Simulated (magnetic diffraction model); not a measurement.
# NdScPb₂ below its ordering temperature

Space group Cmcm (no. 63), a = 4.8200 Å, b = 20.5000 Å, c = 4.6880 Å.

| site | atom | x | y | z |
| --- | --- | --- | --- | --- |
| 4c | Pb | 1/2 | 0.0351 | 1/4 |
| 4c | Pb | 0 | 0.3249 | 3/4 |
| 4c | Nd | 0 | 0.1003 | 3/4 |
| 4c | Sc | 0 | 0.2514 | 1/4 |

The compound is invented for this exercise: a known structure type with other elements, its cell scaled to their sizes and not relaxed.

Only Nd is taken to order (form factors of Nd3+); orders and moment sizes are assumed, and not adapted to the symmetry. Radiation: neutrons of λ = 2.36 Å, 5° to 60°; isotropic B of 0.12 Å² (Pb), 0.1 Å² (Nd) and 0.15 Å² (Sc). Simulated constant-wavelength pattern: nuclear and magnetic terms add, the magnetic one as |2.695 fm × Σ f S⊥ exp(2πi Q·r) exp(−B s²)|², summed over all Q at one angle with the factor 1/(sin²θ cos θ). For collinear order S is the moment m, which repeats by lattice and centring translations R with the sign exp(−2πi k·R). Free-ion form factors, Sears's scattering lengths of 1992, no absorption; a label names one of the reflections at its angle. The strongest nuclear line in the range is 100, and lines under 0.2 are left out.

Above the ordering temperature:

```
2θ (°)    index      I
 13.22  (0 2 0)   23.0
 26.62  (0 4 0)   10.0
 29.13  (1 1 0)   10.9
 32.14  (0 2 1)    2.8
 39.89  (0 4 1)    3.7
 40.41  (0 6 0)    2.9
 41.69  (1 1 1)    1.5
 44.40  (1 5 0)   34.3
 46.07  (1 3 1)  100.0
 50.60  (0 6 1)   19.2
 54.00  (1 5 1)   15.0
 54.84  (0 8 0)    0.9
 56.26  (1 7 0)    0.7
 58.63  (2 0 0)   44.3
```

Below it (cell unchanged):

```csv
2θ (°),I
6.60,7.8
13.22,23.0
26.62,10.0
28.34,6.3
29.13,10.9
29.93,3.8
31.39,0.8
32.14,2.8
33.45,0.5
35.55,5.1
39.28,2.5
39.89,3.7
40.41,2.9
41.69,1.5
43.37,8.9
44.40,34.3
46.07,100.0
49.65,2.0
50.09,1.0
50.60,19.2
54.00,15.0
54.84,0.9
56.26,0.7
56.73,1.0
58.63,44.3
59.01,1.2
59.08,1.9
```

**Question.** Find the propagation vector, then choose among these models:
A. collinear moments along [111], 3 μB on Nd; signs + at (0, 0.1003, 3/4), − at (1/2, 0.3997, 1/4)
B. collinear moments along [101], 3 μB on Nd; signs + at (0, 0.1003, 3/4), + at (1/2, 0.3997, 1/4)
C. collinear moments along [101], 3 μB on Nd; signs + at (0, 0.1003, 3/4), − at (1/2, 0.3997, 1/4)
D. collinear moments along [111], 3 μB on Nd; signs + at (0, 0.1003, 3/4), + at (1/2, 0.3997, 1/4)

The new lines index as (0 1 0) at 6.60°, (1 0 0) at 28.34°, (0 1 1) at 29.93° and (1 2 0) at 31.39°, that is as H ± k with k = (1 0 0). The indices are whole but break the lattice centring, so the moments reverse under a centring translation, those with k·t a half-integer.

Magnetic intensity, observed (below minus above) and for each model:

| 2θ (°) | index | observed | A | B | C | D |
| --- | --- | --- | --- | --- | --- | --- |
| 6.60 | (0 1 0) | 7.8 | 7.8 | 42.6 | 80.0 | 4.1 |
| 19.89 | (0 3 0) | <0.2 | <0.2 | 12.1 | 1.3 | 1.2 |
| 28.34 | (1 0 0) | 6.3 | 6.3 | <0.2 | 3.2 | <0.2 |
| 29.93 | (0 1 1) | 3.8 | 3.8 | 4.2 | 2.2 | 7.0 |
| 31.39 | (1 2 0) | 0.8 | 0.8 | 5.7 | 0.6 | 7.8 |
| 33.45 | (0 5 0) | 0.5 | 0.5 | <0.2 | 4.8 | <0.2 |
| 41.11 | (1 0 1) | <0.2 | <0.2 | 3.1 | <0.2 | 6.0 |
| 43.37 | (1 2 1) | 8.9 | 8.9 | 0.6 | 5.6 | 0.9 |

Model A matches.

The structure used: k = (1 0 0), collinear moments along [111], 3 μB on Nd; signs + at (0, 0.1003, 3/4), − at (1/2, 0.3997, 1/4).

[Logs are printed without paths, hosts, clocks, repeated set-up lines and the standing remarks that a program may print on its own settings, such as how far it seeks lower states.]
